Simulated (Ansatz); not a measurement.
# SrNbO3 (cubic perovskite) (Pm-3m): Hubbard U and Hund's J by constrained RPA

Wanted: the parameters of a Hubbard-Kanamori model for SrNbO3 (cubic perovskite) (Pm-3m).

Method: non-magnetic LDA, then constrained RPA, plane waves, PAW, in Ansatz 0.2.0.

This is a report of a sequence of runs, with most program output left out.

### Step 1. Starting point

Symmetry: Pm-3m, No. 221, cubic system. Conventional cell: a = 3.985 Å, b = 3.985 Å, c = 3.985 Å, α = 90.00°, β = 90.00°, γ = 90.00°. Nearest to Sr lie 12 O at 2.82 Å. Nearest to Nb lie 6 O at 1.99 Å. Nearest to O lie 2 Nb at 1.99 Å and 4 Sr at 2.82 Å. Farther neighbours and most contacts between anions are not listed.

The structure was relaxed with LDA. The structure type comes from a generator and need not be one that this composition takes. The structure was generated from a model, not taken from a measurement. The runs that relaxed it are not among those shown. The program's search for lower electronic states was switched off, so nothing shows that the state found is the lowest. The default PAW set here is soft_2. Its files were made with PBE.

### Step 2. LDA bands and orbital weights

This step: DFT, LDA, plane waves, PAW.

File input.yaml:

```yaml
crystal:
  lattice:
    - [0.0, -3.98521224, 0.0]
    - [0.0, 0.0, 3.98521224]
    - [-3.98521224, 0.0, 0.0]
  atoms:
    - { symbol: Sr, position: [0.0, 0.0, 0.0] }
    - { symbol: Nb, position: [0.5, 0.5, 0.5] }
    - { symbol: O, position: [0.5, 0.5, 0.0] }
    - { symbol: O, position: [0.5, 0.0, 0.5] }
    - { symbol: O, position: [0.0, 0.5, 0.5] }
kpoints:
  mp_grid: { grid: [6, 6, 6] }
  band_path:
    path:
      - [[0.0, 0.0, 0.0], [0.0, 0.5, 0.0], [0.5, 0.5, 0.0], [0.0, 0.0, 0.0], [0.5, 0.5, 0.5], [0.0, 0.5, 0.0]]
      - [[0.5, 0.5, 0.5], [0.5, 0.5, 0.0]]
    npoints: 10
hamiltonian:
  xc: lda
scf:
  occupations: { method: gaussian, width: 0.08 }
  n_extra_bands: 19
  max_iter: 150
  lower_state_search: "off"
output:
  eigenvalues: true
  forces: true
  stress: true
  fatbands: true
  write_density: true
  write_potential: true
  elf: true
  volumetric_format: npy
```

Launch:

```
> ansatz run input.yaml --threads 4 --pin off --max-ram 14745MiB --backend cpu --events-out ev --progress --plain --runs-dir out
```

Run time: 2.8 s. Hardware: 4 threads of Arm Neoverse V1, shared host; peak memory 0.37 GiB.

This step gave:

```yaml
pressure: 0.005088 GPa
```

Electronic bands along the path, in eV, zero at the Fermi level:

| point | band 17 | band 18 | band 19 | band 20 | band 21 | band 22 | band 23 | band 24 |
| --- | --- | --- | --- | --- | --- | --- | --- | --- |
| Γ | -4.82 | -4.03 | -4.03 | -4.03 | -1.22 | -1.22 | -1.22 | 1.61 |
| halfway | -5.43 | -5.23 | -4.18 | -4.18 | -1.07 | 0.21 | 0.21 | 2.44 |
| X | -5.90 | -5.57 | -4.24 | -4.24 | -0.90 | 1.61 | 1.61 | 3.37 |
| halfway | -5.49 | -5.16 | -4.56 | -4.28 | 0.41 | 1.63 | 1.85 | 3.95 |
| M | -5.19 | -5.19 | -4.69 | -3.73 | 1.65 | 1.65 | 2.51 | 3.60 |
| halfway | -5.39 | -5.06 | -4.46 | -4.40 | 0.22 | 0.39 | 0.79 | 3.26 |
| Γ | -4.82 | -4.03 | -4.03 | -4.03 | -1.22 | -1.22 | -1.22 | 1.61 |
| halfway | -6.16 | -4.60 | -4.60 | -4.27 | 0.96 | 0.96 | 1.00 | 3.60 |
| R | -7.55 | -3.65 | -3.65 | -3.65 | 2.96 | 2.96 | 2.96 | 3.03 |
| halfway | -6.25 | -4.61 | -4.42 | -4.17 | 1.15 | 1.93 | 2.03 | 4.17 |
| X | -5.90 | -5.57 | -4.24 | -4.24 | -0.90 | 1.61 | 1.61 | 3.37 |
| jump to R | -7.55 | -3.65 | -3.65 | -3.65 | 2.96 | 2.96 | 2.96 | 3.03 |
| halfway | -6.53 | -4.30 | -4.30 | -3.69 | 2.09 | 2.09 | 2.75 | 3.37 |
| M | -5.19 | -5.19 | -4.69 | -3.73 | 1.65 | 1.65 | 2.51 | 3.60 |

Of the projections kept (Nb 4d, O 2p), the largest for each band there; the rest of the weight can lie on other orbitals:

| point | band 17 | band 18 | band 19 | band 20 | band 21 | band 22 | band 23 | band 24 |
| --- | --- | --- | --- | --- | --- | --- | --- | --- |
| Γ | O 2p 0.98 | O 2p 0.97 | O 2p 0.97 | O 2p 0.97 | Nb 4d 0.96 | Nb 4d 0.96 | Nb 4d 0.96 | Nb 4d 0.05 |
| X | O 2p 0.93 | O 2p 0.92 | O 2p 0.96 | O 2p 0.96 | Nb 4d 1.00 | Nb 4d 0.71 | Nb 4d 0.71 | Nb 4d 0.74 |
| M | O 2p 0.95 | O 2p 0.95 | O 2p 0.94 | O 2p 0.99 | Nb 4d 0.71 | Nb 4d 0.71 | Nb 4d 0.49 | Nb 4d 0.22 |
| Γ | O 2p 0.98 | O 2p 0.97 | O 2p 0.97 | O 2p 0.97 | Nb 4d 0.96 | Nb 4d 0.96 | Nb 4d 0.96 | Nb 4d 0.05 |
| R | O 2p 0.63 | O 2p 0.99 | O 2p 0.99 | O 2p 0.99 | Nb 4d 0.60 | Nb 4d 0.60 | Nb 4d 0.60 | - |
| X | O 2p 0.93 | O 2p 0.92 | O 2p 0.96 | O 2p 0.96 | Nb 4d 1.00 | Nb 4d 0.71 | Nb 4d 0.71 | Nb 4d 0.74 |

Valence density in the ac plane at fractional y = 0.500, with atoms of Nb and O within 0.2 Å of it. It is the smooth field of the valence electrons, not physical close to the nuclei.

Ten even steps from '_' (0.0 e/Å³) to '@' (7.2 e/Å³), each cell a mean:
```
__________--**%%++::________
__________..--==::..________
____________......__________
____________......__________
::..______::--==--..____..::
##++::__..==******--....::++
@@##::..::++******==....==%%
%%++::....==******--....--**
--::..__..::==++==::____..--
__________....::..__________
____________....____________
__________..::::::__________
__________::++##++..________
__________--%%@@##::________
```
Columns run along a (4.0 Å), rows up along c (4.0 Å). Atoms in or near the plane, at fractional coordinates: Nb at (0.50, 0.50), O at (0.50, 0.00), O at (0.00, 0.50).

Electrostatic potential energy in the ac plane at fractional y = 0.500, with atoms of Nb and O within 0.2 Å of it. With pseudopotentials it is smooth inside the atoms' cores, unlike the true potential.

Ten even steps from '0' (-67 eV) to '9' (15 eV), each cell a mean:
```
99999643479999
99999865799999
99999988899999
99999876789999
78997533468997
45786200147874
24685100036853
34786200037864
67997421258986
99998765679999
99999988899999
99999976799999
99999744589999
99999632479999
```
Columns run along a (4.0 Å; values clipped at the 3rd and 97th percentile), rows up along c (4.0 Å). Atoms in or near the plane, at fractional coordinates: Nb at (0.50, 0.50), O at (0.50, 0.00), O at (0.00, 0.50).

### Step 3. Constrained RPA: Nb t2g, bands v1 to c2, 6×6×6 mesh, medium accuracy

Constrained RPA screens the interaction with every transition except those inside the target bands, which a later many-body model would treat itself.

This step: constrained RPA on LDA, plane waves, PAW.

input.yaml, the sections that differ from step 2:

```yaml
kpoints:
  mp_grid: { grid: [6, 6, 6] }
output:
  crpa:
    kmesh: [6, 6, 6]
    target_bands: [v1, c2]
    projections: [{ species: Nb, l: d, shell: 4, orbitals: [dxz, dyz, dxy] }]
  local_orbitals:
    kmesh: [6, 6, 6]
    orbitals: [{ species: Nb, l: d, shell: 4, orbitals: [dxz, dyz, dxy] }]
    window: { bands: [v1, c2] }
    seedname: lo
# crystal, hamiltonian, scf: as in step 2
```

Elapsed: 2.2 min, on 4 threads; peak memory 0.74 GiB.

Numbers from this step:

* U: 2.924 eV
* U prime (inter-orbital): 2.390 eV
* J: 0.2698 eV
* bare V: 10.57 eV
* bare J: 0.3732 eV
* stated bound on U: 0.003609 eV
* U over bare V: 0.2766
* electrons in the window: 1.0000
* head of the constrained inverse dielectric matrix: 0.2190
* least eigenvalue of the projection's overlap: 0.4906
* target functions: 3
* bands in the sums: 46
* r.m.s. miss of the model bands: 0.02312 eV
* width of the target bands: 4.173 eV
* weight of the projected orbitals in the window: 0.7050

On the Nb t2g shell, screening brings the on-site interaction from 10.6 eV down to U = 2.92 eV.

Kanamori averages over each shell's functions. Crpa shells, by row:

| site | element | shell | orbitals | U (eV) | U' (eV) | J (eV) | bare V (eV) | bare V' (eV) | bare J (eV) | bound on U (eV) |
| --- | --- | --- | --- | --- | --- | --- | --- | --- | --- | --- |
| 2 | Nb | 4D | 3 | 2.924 | 2.39 | 0.2698 | 10.57 | 9.789 | 0.3732 | 0.003609 |

Density-density elements U_iijj, eV. U matrix, by row:

| orbital | Nb2 dxz | Nb2 dyz | Nb2 dxy |
| --- | --- | --- | --- |
| Nb2 dxz | 2.924 | 2.39 | 2.39 |
| Nb2 dyz | 2.39 | 2.924 | 2.39 |
| Nb2 dxy | 2.39 | 2.39 | 2.924 |

Exchange elements U_ijji, eV. J matrix, by row:

| orbital | Nb2 dxz | Nb2 dyz | Nb2 dxy |
| --- | --- | --- | --- |
| Nb2 dxz | - | 0.27 | 0.27 |
| Nb2 dyz | 0.27 | - | 0.27 |
| Nb2 dxy | 0.27 | 0.27 | - |

Projected local orbitals of the target window. Electronic bands along the path, in eV, zero at the Fermi level; # counts the bands kept:

| point | #1 | #2 | #3 |
| --- | --- | --- | --- |
| Γ | -1.22 | -1.22 | -1.22 |
| halfway | -1.07 | 0.21 | 0.21 |
| X | -0.90 | 1.61 | 1.61 |
| halfway | 0.42 | 1.63 | 1.85 |
| M | 1.65 | 1.65 | 2.51 |
| halfway | 0.22 | 0.40 | 0.78 |
| Γ | -1.22 | -1.22 | -1.22 |
| halfway | 0.94 | 0.94 | 1.00 |
| R | 2.96 | 2.96 | 2.96 |
| halfway | 1.14 | 1.92 | 2.04 |
| X | -0.90 | 1.61 | 1.61 |
| jump to R | 2.96 | 2.96 | 2.96 |
| halfway | 2.06 | 2.06 | 2.75 |
| M | 1.65 | 1.65 | 2.51 |

The same for Kohn-Sham, solved directly:

| point | #1 | #2 | #3 |
| --- | --- | --- | --- |
| Γ | -1.22 | -1.22 | -1.22 |
| X | -0.90 | 1.61 | 1.61 |
| M | 1.65 | 1.65 | 2.51 |
| Γ | -1.22 | -1.22 | -1.22 |
| R | 2.96 | 2.96 | 2.96 |
| X | -0.90 | 1.61 | 1.61 |
| R | 2.96 | 2.96 | 2.96 |
| M | 1.65 | 1.65 | 2.51 |

Onsite levels, by row:

| orbital | level less Fermi level (eV) |
| --- | --- |
| Nb2 dxz | 1.118 |
| Nb2 dyz | 1.118 |
| Nb2 dxy | 1.118 |

Largest distinct elements between sites. Hoppings, by row:

| from | to | cell | distance (Å) | t (eV) |
| --- | --- | --- | --- | --- |
| Nb2 dxy | Nb2 dxy | -1 0 0 | 3.985 | -0.439 |
| Nb2 dyz | Nb2 dyz | -1 -1 0 | 5.636 | -0.1006 |
| Nb2 dyz | Nb2 dyz | 0 0 1 | 3.985 | -0.0612 |
| Nb2 dyz | Nb2 dyz | 2 0 0 | 7.97 | 0.0344 |
| Nb2 dyz | Nb2 dyz | -1 -2 0 | 8.911 | -0.0143 |
| Nb2 dxz | Nb2 dxz | 1 -1 -1 | 6.903 | -0.0079 |
| Nb2 dyz | Nb2 dxy | 0 1 -1 | 5.636 | 0.0067 |
| Nb2 dxy | Nb2 dxz | 1 1 -2 | 9.762 | -0.006 |
| Nb2 dxz | Nb2 dxz | 0 0 -3 | 11.96 | -0.0055 |
| Nb2 dyz | Nb2 dyz | -2 -2 0 | 11.27 | -0.0049 |
| Nb2 dxy | Nb2 dxy | -2 1 0 | 8.911 | 0.0044 |
| Nb2 dxy | Nb2 dyz | -1 1 -1 | 6.903 | 0.0029 |

### Step 4. Constrained RPA: Nb t2g + anion p, bands v10 to c2, 6×6×6 mesh, medium accuracy

input.yaml, the sections that differ from step 3:

```yaml
output:
  crpa:
    kmesh: [6, 6, 6]
    target_bands: [v10, c2]
    projections:
      - { species: Nb, l: d, shell: 4, orbitals: [dxz, dyz, dxy] }
      - { species: O, l: p, shell: 2 }
  local_orbitals:
    kmesh: [6, 6, 6]
    orbitals:
      - { species: Nb, l: d, shell: 4, orbitals: [dxz, dyz, dxy] }
      - { species: O, l: p, shell: 2 }
    window: { bands: [v10, c2] }
    seedname: lo
# crystal, kpoints, hamiltonian, scf: as in step 3
```

Elapsed: 14 min, on 4 threads; peak memory 0.89 GiB; 53 min of CPU time.

This step gave:

```yaml
u: 4.752 eV
u_prime_inter_orbital: 3.997 eV
j: 0.4015 eV
bare_v: 12.70 eV
bare_j: 0.5391 eV
stated_bound_on_u: 0.007233 eV
u_over_bare_v: 0.3741
electrons_in_the_window: 19.00
head_of_the_constrained_inverse_dielectric_matrix: 0.2865
least_eigenvalue_of_the_projection_s_overlap: 0.6116
target_functions: 12
bands_in_the_sums: 46
r_m_s_miss_of_the_model_bands: 0.01128 eV
width_of_the_target_bands: 11.35 eV
weight_of_the_projected_orbitals_in_the_window: 0.9327
```

On the Nb t2g shell, screening brings the on-site interaction from 12.7 eV down to U = 4.75 eV.

Kanamori averages over each shell's functions. Crpa shells, by row:

| site | element | shell | orbitals | U (eV) | U' (eV) | J (eV) | bare V (eV) | bare V' (eV) | bare J (eV) | bound on U (eV) |
| --- | --- | --- | --- | --- | --- | --- | --- | --- | --- | --- |
| 2 | Nb | 4D | 3 | 4.752 | 3.997 | 0.4015 | 12.7 | 11.7 | 0.5391 | 0.007233 |
| 3 | O | 2P | 3 | 6.331 | 4.98 | 0.6318 | 17.96 | 16.19 | 0.8248 | 0.01179 |
| 4 | O | 2P | 3 | 6.331 | 4.98 | 0.6318 | 17.96 | 16.19 | 0.8248 | 0.01179 |
| 5 | O | 2P | 3 | 6.331 | 4.98 | 0.6318 | 17.96 | 16.19 | 0.8248 | 0.01179 |

Density-density elements U_iijj, eV. U matrix, by row:

| orbital | Nb2 dxz | Nb2 dyz | Nb2 dxy | O3 pz | O3 px | O3 py | O4 pz | O4 px | O4 py | O5 pz | O5 px | O5 py |
| --- | --- | --- | --- | --- | --- | --- | --- | --- | --- | --- | --- | --- |
| Nb2 dxz | 4.752 | 3.997 | 3.997 | 2.201 | 2.497 | 2.132 | 2.497 | 2.201 | 2.132 | 1.93 | 1.93 | 2.173 |
| Nb2 dyz | 3.997 | 4.752 | 3.997 | 1.93 | 2.173 | 1.93 | 2.497 | 2.132 | 2.201 | 2.201 | 2.132 | 2.497 |
| Nb2 dxy | 3.997 | 3.997 | 4.752 | 2.132 | 2.497 | 2.201 | 2.173 | 1.93 | 1.93 | 2.132 | 2.201 | 2.497 |
| O3 pz | 2.201 | 1.93 | 2.132 | 6.491 | 4.905 | 5.13 | 1.541 | 1.591 | 1.488 | 1.424 | 1.488 | 1.471 |
| O3 px | 2.497 | 2.173 | 2.497 | 4.905 | 6.009 | 4.905 | 1.565 | 1.541 | 1.471 | 1.471 | 1.541 | 1.565 |
| O3 py | 2.132 | 1.93 | 2.201 | 5.13 | 4.905 | 6.491 | 1.471 | 1.488 | 1.424 | 1.488 | 1.591 | 1.541 |
| O4 pz | 2.497 | 2.497 | 2.173 | 1.541 | 1.565 | 1.471 | 6.009 | 4.905 | 4.905 | 1.541 | 1.471 | 1.565 |
| O4 px | 2.201 | 2.132 | 1.93 | 1.591 | 1.541 | 1.488 | 4.905 | 6.491 | 5.13 | 1.488 | 1.424 | 1.471 |
| O4 py | 2.132 | 2.201 | 1.93 | 1.488 | 1.471 | 1.424 | 4.905 | 5.13 | 6.491 | 1.591 | 1.488 | 1.541 |
| O5 pz | 1.93 | 2.201 | 2.132 | 1.424 | 1.471 | 1.488 | 1.541 | 1.488 | 1.591 | 6.491 | 5.13 | 4.905 |
| O5 px | 1.93 | 2.132 | 2.201 | 1.488 | 1.541 | 1.591 | 1.471 | 1.424 | 1.488 | 5.13 | 6.491 | 4.905 |
| O5 py | 2.173 | 2.497 | 2.497 | 1.471 | 1.565 | 1.541 | 1.565 | 1.471 | 1.541 | 4.905 | 4.905 | 6.009 |

Exchange elements U_ijji, eV. J matrix, by row:

| orbital | Nb2 dxz | Nb2 dyz | Nb2 dxy | O3 pz | O3 px | O3 py | O4 pz | O4 px | O4 py | O5 pz | O5 px | O5 py |
| --- | --- | --- | --- | --- | --- | --- | --- | --- | --- | --- | --- | --- |
| Nb2 dxz | - | 0.401 | 0.401 | 0.066 | 0.104 | 0.013 | 0.104 | 0.066 | 0.013 | 0.011 | 0.011 | 0.037 |
| Nb2 dyz | 0.401 | - | 0.401 | 0.011 | 0.037 | 0.011 | 0.104 | 0.013 | 0.066 | 0.066 | 0.013 | 0.104 |
| Nb2 dxy | 0.401 | 0.401 | - | 0.013 | 0.104 | 0.066 | 0.037 | 0.011 | 0.011 | 0.013 | 0.066 | 0.104 |
| O3 pz | 0.066 | 0.011 | 0.013 | - | 0.611 | 0.674 | 0.005 | 0.012 | 0.003 | 0.001 | 0.003 | 0.001 |
| O3 px | 0.104 | 0.037 | 0.104 | 0.611 | - | 0.611 | 0.008 | 0.005 | 0.001 | 0.001 | 0.005 | 0.008 |
| O3 py | 0.013 | 0.011 | 0.066 | 0.674 | 0.611 | - | 0.001 | 0.003 | 0.001 | 0.003 | 0.012 | 0.005 |
| O4 pz | 0.104 | 0.104 | 0.037 | 0.005 | 0.008 | 0.001 | - | 0.611 | 0.611 | 0.005 | 0.001 | 0.008 |
| O4 px | 0.066 | 0.013 | 0.011 | 0.012 | 0.005 | 0.003 | 0.611 | - | 0.674 | 0.003 | 0.001 | 0.001 |
| O4 py | 0.013 | 0.066 | 0.011 | 0.003 | 0.001 | 0.001 | 0.611 | 0.674 | - | 0.012 | 0.003 | 0.005 |
| O5 pz | 0.011 | 0.066 | 0.013 | 0.001 | 0.001 | 0.003 | 0.005 | 0.003 | 0.012 | - | 0.674 | 0.611 |
| O5 px | 0.011 | 0.013 | 0.066 | 0.003 | 0.005 | 0.012 | 0.001 | 0.001 | 0.003 | 0.674 | - | 0.611 |
| O5 py | 0.037 | 0.104 | 0.104 | 0.001 | 0.008 | 0.005 | 0.008 | 0.001 | 0.005 | 0.611 | 0.611 | - |

Projected local orbitals of the target window. Electronic bands along the path, in eV, zero at the Fermi level; # counts the bands kept:

| point | #6 | #7 | #8 | #9 | #10 | #11 | #12 |
| --- | --- | --- | --- | --- | --- | --- | --- |
| Γ | -4.82 | -4.03 | -4.03 | -4.03 | -1.22 | -1.22 | -1.22 |
| halfway | -5.43 | -5.23 | -4.18 | -4.18 | -1.07 | 0.21 | 0.21 |
| X | -5.90 | -5.57 | -4.24 | -4.24 | -0.90 | 1.61 | 1.61 |
| halfway | -5.49 | -5.16 | -4.56 | -4.28 | 0.41 | 1.63 | 1.85 |
| M | -5.19 | -5.19 | -4.69 | -3.73 | 1.65 | 1.65 | 2.51 |
| halfway | -5.39 | -5.06 | -4.46 | -4.40 | 0.22 | 0.39 | 0.78 |
| Γ | -4.82 | -4.03 | -4.03 | -4.03 | -1.22 | -1.22 | -1.22 |
| halfway | -6.16 | -4.60 | -4.60 | -4.27 | 0.94 | 0.94 | 1.01 |
| R | -7.55 | -3.65 | -3.65 | -3.65 | 2.96 | 2.96 | 2.96 |
| halfway | -6.25 | -4.61 | -4.42 | -4.17 | 1.14 | 1.92 | 2.03 |
| X | -5.90 | -5.57 | -4.24 | -4.24 | -0.90 | 1.61 | 1.61 |
| jump to R | -7.55 | -3.65 | -3.65 | -3.65 | 2.96 | 2.96 | 2.96 |
| halfway | -6.53 | -4.31 | -4.31 | -3.69 | 2.06 | 2.06 | 2.75 |
| M | -5.19 | -5.19 | -4.69 | -3.73 | 1.65 | 1.65 | 2.51 |

The same for Kohn-Sham, solved directly:

| point | #6 | #7 | #8 | #9 | #10 | #11 | #12 |
| --- | --- | --- | --- | --- | --- | --- | --- |
| Γ | -4.82 | -4.03 | -4.03 | -4.03 | -1.22 | -1.22 | -1.22 |
| X | -5.90 | -5.57 | -4.24 | -4.24 | -0.90 | 1.61 | 1.61 |
| M | -5.19 | -5.19 | -4.69 | -3.73 | 1.65 | 1.65 | 2.51 |
| Γ | -4.82 | -4.03 | -4.03 | -4.03 | -1.22 | -1.22 | -1.22 |
| R | -7.55 | -3.65 | -3.65 | -3.65 | 2.96 | 2.96 | 2.96 |
| X | -5.90 | -5.57 | -4.24 | -4.24 | -0.90 | 1.61 | 1.61 |
| R | -7.55 | -3.65 | -3.65 | -3.65 | 2.96 | 2.96 | 2.96 |
| M | -5.19 | -5.19 | -4.69 | -3.73 | 1.65 | 1.65 | 2.51 |

Onsite levels, by row:

| orbital | level less Fermi level (eV) |
| --- | --- |
| Nb2 dxz | -0.8126 |
| Nb2 dyz | -0.8126 |
| Nb2 dxy | -0.8126 |
| O3 pz | -4.781 |
| O3 px | -6.512 |
| O3 py | -4.781 |
| O4 pz | -6.512 |
| O4 px | -4.781 |
| O4 py | -4.781 |
| O5 pz | -4.781 |
| O5 px | -4.781 |
| O5 py | -6.512 |

Largest distinct elements between sites. Hoppings, by row:

| from | to | cell | distance (Å) | t (eV) |
| --- | --- | --- | --- | --- |
| Nb2 dxy | O3 py | 0 0 0 | 1.993 | -1.72 |
| O5 py | O5 py | -1 0 0 | 3.985 | 0.8745 |
| O4 px | O4 px | 0 -1 0 | 3.985 | -0.3135 |
| O5 py | O3 py | -1 0 0 | 2.818 | 0.1578 |
| O4 py | O5 pz | 0 -1 0 | 2.818 | -0.1286 |
| O3 py | O4 py | 0 0 -1 | 2.818 | -0.0675 |
| O5 px | O5 px | 0 1 1 | 5.636 | 0.0602 |
| O5 py | O4 pz | 0 0 0 | 2.818 | -0.0566 |
| Nb2 dxy | O5 px | 2 0 0 | 5.978 | -0.0514 |
| O3 pz | O3 pz | 0 -1 0 | 3.985 | 0.0478 |
| O5 pz | O5 px | 0 -1 -1 | 5.636 | -0.0472 |
| Nb2 dxz | Nb2 dxz | 0 0 -1 | 3.985 | -0.0436 |

### Step 5. The windows together

Times are wall times on 4 threads of Arm Neoverse V1, shared host, good to a factor of about two.

| target | bands | functions | width (eV) | bare V (eV) | U (eV) | U′ (eV) | J (eV) | U/V | time |
| --- | --- | --- | --- | --- | --- | --- | --- | --- | --- |
| Nb t2g | v1–c2 | 3 | 4.17 | 10.57 | 2.92 | 2.39 | 0.27 | 0.28 | 2.2 min |
| Nb t2g + anion p | v10–c2 | 12 | 11.35 | 12.70 | 4.75 | 4.00 | 0.40 | 0.37 | 14 min |

### Step 6. Summary of results

| Property | Result |
| --- | --- |
| Nb t2g | U 2.92 eV, U′ 2.39 eV, J 0.27 eV, bare V 10.6 eV |
| Nb t2g + anion p | U 4.75 eV, U′ 4.00 eV, J 0.40 eV, bare V 12.7 eV |
| method | constrained RPA on non-magnetic LDA, 6×6×6 mesh, static; search for lower states off |

For Nb t2g, screening cuts the on-site interaction from 10.57 eV to 2.92 eV (28 %), while J goes only from 0.37 eV to 0.27 eV: the monopole is screened far more than the multipoles. U − 2J differs from U′ by −0.01 eV, so the Kanamori relation holds well. U is 0.70 times the width of the target bands. With the window Nb t2g + anion p U becomes 4.75 eV and the bare V 12.70 eV, so U/V goes from 0.28 to 0.37. The parent state is non-magnetic and the interaction static (zero frequency); U depends on the window and the orbitals, so it belongs to this model alone. The bands cross the Fermi level under this constraint, which need not be the crystal's state: magnetic order, correlation or a lattice distortion may open a gap. A window that holds the anion p bands defines a model with explicit ligands; its U belongs to that model and is not the U of DFT+U.

[Paths, hosts, dates, memory and timing lines, banners, echoed tables and standing remarks are left out of the program output.]

[Logs are printed without paths, hosts, clocks, repeated set-up lines and the standing remarks that a program may print on its own settings, such as how far it seeks lower states.]

[Runs of the session that timed out or met a known fault of the program may be left out.]

[Hosts, paths, dates, database ids (printed as entryN), source tags and the programs' standing remarks are cut or masked in the printed files.]
